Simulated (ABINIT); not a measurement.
Planning a run of ABINIT 10.8.3 on CsMgF3 (Pm-3m). The input:

```
acell 3*1.0 Angstrom
rprim 
  4.252307000000 0.000000000000 0.000000000000
  0.000000000000 4.252307000000 0.000000000000
  0.000000000000 0.000000000000 4.252307000000
ntypat 3
znucl 55 12 9
natom 5
typat 1 2 3 3 3
xred 
  0.000000000000 0.000000000000 0.000000000000
  0.500000000000 0.500000000000 0.500000000000
  0.000000000000 0.500000000000 0.500000000000
  0.500000000000 0.000000000000 0.500000000000
  0.500000000000 0.500000000000 0.000000000000
pp_dirpath "pseudos"
pseudos "Cs.upf, Mg.upf, F.upf"
ecut 38
nspinor 2
ngkpt 2 2 2
nshiftk 1
shiftk 0 0 0
kptopt 1
chksymbreak 0
iscf -2
irdden 1
istwfk *1
nband 124
nbdbuf 10
tolwfr 1e-09
nstep 60
prtvol 0
indata_prefix "in"
outdata_prefix "out"
tmpdata_prefix "tmp"
```

```sh
OMP_NUM_THREADS=1 mpirun -n 4 abinit run.abi > log
```

How long will it take on 4 MPI ranks of Arm Neoverse V2, shared host, and how much memory?

It took 75 s; on shared hardware allow 38 s to 2.5 min. Peak host memory was 0.46 GiB.

[Paths, hosts, dates, memory and timing lines, banners, echoed tables and standing remarks are left out of the program output.]

[Logs are printed without paths, hosts, clocks, repeated set-up lines and the standing remarks that a program may print on its own settings, such as how far it seeks lower states.]

[Runs of the session that timed out or met a known fault of the program may be left out.]

[Hosts, paths, dates, database ids (printed as entryN), source tags and the programs' standing remarks are cut or masked in the printed files.]

[G0W0 gaps are taken among the corrected bands and points alone; a level outside them can change the order at an edge.]

[Where Ansatz stands beside ABINIT at settings called matched, ABINIT's density can come from a denser mesh and the files from another edition; pairs whose starting gaps differed by over 0.03 eV were left out, so agreement reads better than it is.]
